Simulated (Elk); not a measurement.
# KF (Carobbiite): optical spectrum from first principles, part 2 of 2

Wanted: where KF (Carobbiite) starts to absorb, how strongly, and its refractive index.

Elk 11.2.3 (patched build); DFT, PBE, all-electron APW+lo, Dirac cores, scalar-relativistic bands, independent-particle optical response without local fields.

So far. Step 2 (Ground state): There is a gap, 6.21 eV on this mesh (points off the mesh can give less), so no carriers' term is needed.

## (3) Independent particles

The spectrum is a sum over vertical transitions between filled and empty bands at the fixed density, so many empty bands are needed.

This step: DFT, PBE, all-electron APW+lo, Dirac cores, scalar-relativistic bands, independent-particle optical response without local fields (Elk 11.2.3 (patched build)).

elk.in reads:

```
tasks
  121

optcomp
  1 1

xctype
  20

nempty
  14

lorbcnd
  .true.

rgkmax
  7.0

swidth
  0.0036749

wplot
  400 100 0
  0.0 0.80849

sppath
  './'

avec
  0.000000000000 5.049064746081 5.049064746081
  5.049064746081 0.000000000000 5.049064746081
  5.049064746081 5.049064746081 0.000000000000

atoms
  2
  'K.in'
  1
  0.000000000000 0.000000000000 0.000000000000   0.000 0.000 0.000
  'F.in'
  1
  0.500000000000 0.500000000000 0.500000000000   0.000 0.000 0.000

ngridk
  11 11 11
```

The run is started by

```
> OMP_NUM_THREADS=4 elk
```

The log of the run:

```text
┌─────────────────────────────────┐
│ Elk code version 11.2.3 started │
└─────────────────────────────────┘

Info(readinput): the functional depends on the density's gradient
 muffin-tin radial points multiplied by    2.00000
 (not where nrmtscf is given)

┌────────────────────┐
│ Current task : 121 │
└────────────────────┘

Info(dielectric):
 dielectric tensor written to EPSILON_ij.OUT
 optical conductivity written to SIGMA_ij.OUT
 for components
  i = 1, j = 1

┌──────────────────┐
│ Elk code stopped │
└──────────────────┘
```

Run time: 1.4 s. Hardware: 4 threads of Arm Neoverse V2, shared host; peak memory 0.04 GiB; 5.4 s of CPU time.

Numbers from this step:

| Item | Value |
| --- | --- |
| electronic dielectric constant ε∞, mean of the axes | 1.994 |
| main peak of Im epsilon, first axis | 21.57 eV |

The Im ε, E ∥ x has structure finer than the step of the table below, so its rows give means over 1 eV. Peaks (eV: height): 10.6: 1.90, 12.1: 1.24, 14.0: 1.19, 15.5: 1.01, 16.1: 0.944, 18.9: 2.56, 21.6: 3.01.

Values under the direct gap are tails of Lorentzian lines. The Im ε, E ∥ x by photon energy; means over each step:

```
photon energy (eV)  Im ε, E ∥ x
                 1      0.00124
                 2      0.00265
                 3      0.00450
                 4      0.00738
                 5       0.0135
                 6       0.0839
                 7        0.377
                 8        0.603
                 9         1.06
                10         1.48
                11        0.893
                12         1.06
                13        0.721
                14        0.877
                15        0.752
                16        0.728
                17        0.493
                18        0.991
                19         2.18
                20         1.21
                21         1.51
```

The Re ε, E ∥ x by photon energy:

```
photon energy (eV)  Re ε, E ∥ x
                 0         1.99
                 1         2.00
                 2         2.02
                 3         2.05
                 4         2.11
                 5         2.21
                 6         2.42
                 7         2.60
                 8         2.36
                 9         2.59
                10         2.28
                11         1.19
                12         1.74
                13         1.74
                14         1.74
                15         1.55
                16         1.85
                17         1.74
                18         2.64
                19         1.30
                20        0.735
                21         2.23
```

The reflectivity at normal incidence, E ∥ x has structure finer than the step of the table below, so its rows give means over 0.5 eV. Peaks (eV: height): 10.62: 10.1, 12.10: 5.82, 14.03: 5.55, 15.46: 4.43, 18.98: 13.9, 19.58: 13.2, 21.73: 19.7.

The reflectivity at normal incidence, E ∥ x by photon energy; means over each step:

```
photon energy (eV)  reflectivity at normal incidence, E ∥ x (%)
               0.5                                         2.93
               1.0                                         2.94
               1.5                                         2.98
               2.0                                         3.02
               2.5                                         3.09
               3.0                                         3.17
               3.5                                         3.28
               4.0                                         3.41
               4.5                                         3.59
               5.0                                         3.83
               5.5                                         4.17
               6.0                                         4.77
               6.5                                         5.34
               7.0                                         5.54
               7.5                                         5.61
               8.0                                         5.76
               8.5                                         6.86
               9.0                                         7.19
               9.5                                         7.48
              10.0                                         7.80
              10.5                                         8.35
              11.0                                         2.92
              11.5                                         4.04
              12.0                                         5.48
              12.5                                         3.20
              13.0                                         3.24
              13.5                                         3.73
              14.0                                         4.56
              14.5                                         2.72
              15.0                                         3.21
              15.5                                         3.38
              16.0                                         3.54
              16.5                                         2.51
              17.0                                         2.96
              17.5                                         4.11
              18.0                                         6.81
              18.5                                         10.6
              19.0                                         12.5
              19.5                                         12.1
              20.0                                         6.85
              20.5                                         3.29
              21.0                                         7.46
              21.5                                         15.6
```

The loss function −Im 1/ε at q → 0, E ∥ x has structure finer than the step of the table below, so its rows give means over 0.5 eV. Peaks (eV: height): 10.73: 0.523, 12.43: 0.401, 13.59: 0.278, 14.30: 0.380, 15.57: 0.354, 16.39: 0.327, 19.97: 0.663.

Values under the direct gap are tails of Lorentzian lines. Table of loss function −Im 1/ε at q → 0, E ∥ x by energy loss; means over each step:

```
energy loss (eV)  loss function −Im 1/ε at q → 0, E ∥ x
             0.5                                 1.5e-4
             1.0                                 3.1e-4
             1.5                                 4.7e-4
             2.0                                 6.5e-4
             2.5                                 8.4e-4
             3.0                                0.00106
             3.5                                0.00132
             4.0                                0.00164
             4.5                                0.00206
             5.0                                0.00268
             5.5                                0.00383
             6.0                                0.00876
             6.5                                 0.0376
             7.0                                 0.0647
             7.5                                 0.0707
             8.0                                 0.0824
             8.5                                  0.109
             9.0                                  0.142
             9.5                                  0.180
            10.0                                  0.225
            10.5                                  0.344
            11.0                                  0.350
            11.5                                  0.168
            12.0                                  0.282
            12.5                                  0.323
            13.0                                  0.208
            13.5                                  0.248
            14.0                                  0.267
            14.5                                  0.271
            15.0                                  0.228
            15.5                                  0.272
            16.0                                  0.209
            16.5                                  0.230
            17.0                                  0.142
            17.5                                  0.109
            18.0                                  0.117
            18.5                                  0.179
            19.0                                  0.307
            19.5                                  0.420
            20.0                                  0.585
            20.5                                  0.291
            21.0                                  0.209
            21.5                                  0.292
```

The refractive index n and extinction k by photon energy:

```
photon energy (eV)     n        k
               0.0  1.41        0
               0.5  1.41   2.1e-4
               1.0  1.41   4.4e-4
               1.5  1.42   6.7e-4
               2.0  1.42   9.3e-4
               2.5  1.43  0.00122
               3.0  1.43  0.00156
               3.5  1.44  0.00197
               4.0  1.45  0.00250
               4.5  1.47  0.00324
               5.0  1.49  0.00437
               5.5  1.51  0.00649
               6.0  1.56   0.0139
               6.5  1.60    0.113
               7.0  1.62    0.158
               7.5  1.64    0.134
               8.0  1.55    0.205
               8.5  1.66    0.282
               9.0  1.65    0.367
               9.5  1.61    0.411
              10.0  1.58    0.476
              10.5  1.46    0.610
              11.0  1.12    0.252
              11.5  1.45    0.239
              12.0  1.39    0.418
              12.5  1.15    0.320
              13.0  1.34    0.252
              13.5  1.32    0.351
              14.0  1.38    0.415
              14.5  1.23    0.233
              15.0  1.28    0.297
              15.5  1.25    0.392
              16.0  1.39    0.279
              16.5  1.20    0.208
              17.0  1.33    0.181
              17.5  1.45    0.157
              18.0  1.65    0.276
              18.5  1.69    0.557
              19.0  1.42    0.848
              19.5  1.29    0.815
              20.0  1.00    0.522
              20.5  1.25    0.311
              21.0  1.54    0.382
              21.5  1.56    0.924
```

Optical constants at common wavelengths, from n + ik = √ε:

```
wavelength (nm)     n      k  R (%)     1/α
           1550  1.41  0.000    2.9  356 µm
           1064  1.42  0.001    3.0  166 µm
            633  1.42  0.001    3.0   56 µm
            532  1.42  0.001    3.1   38 µm
            405  1.43  0.002    3.2   20 µm
            308  1.45  0.003    3.4  9.7 µm
            248  1.49  0.004    3.8  4.5 µm
```

Below the direct gap, k and the depth come from the tails of the Lorentzian lines, not from transitions.

## (4) What came out

```json
{
 "electronic dielectric constant ε∞, mean of the axes (independent particles)": "1.99",
 "main peak of Im epsilon, first axis": "21.6 eV"
}
```

In words: At this level (PBE, independent particles) KF has ε∞ = 1.99 and n = 1.41 at 1550 nm, and Im ε peaks at 21.6 eV. On the mesh the gap is 6.21 eV and the least direct gap 6.21 eV. Im ε has its chief maxima at 10.56 eV (1.9), 18.90 eV (2.6), 19.50 eV (2.1) and 21.57 eV (3.0). Excitons and phonon-assisted transitions are missing, and so are local fields; PBE gaps are as a rule too small, which pulls the onset down and ε∞ up.

[Long decimals in the printed logs are rounded to 6 places.]

[Machine, clock and banner lines and Python warnings are left out of the logs.]

[Logs are printed without paths, hosts, clocks, repeated set-up lines and the standing remarks that a program may print on its own settings, such as how far it seeks lower states.]

[Hosts, paths, dates, database ids (printed as entryN), source tags and the programs' standing remarks are cut or masked in the printed files.]

[Where Elk ran, warnings of its patched build on accuracy (core leakage, angular cutoffs, spin-orbit splittings, empty states, lower magnetic states) are left out.]

[Where the starting crystal was built by hand or by swapping elements, it need not be the compound's stable phase.]

[The count of steps not shown may lack steps that the program refused or didn't finish.]
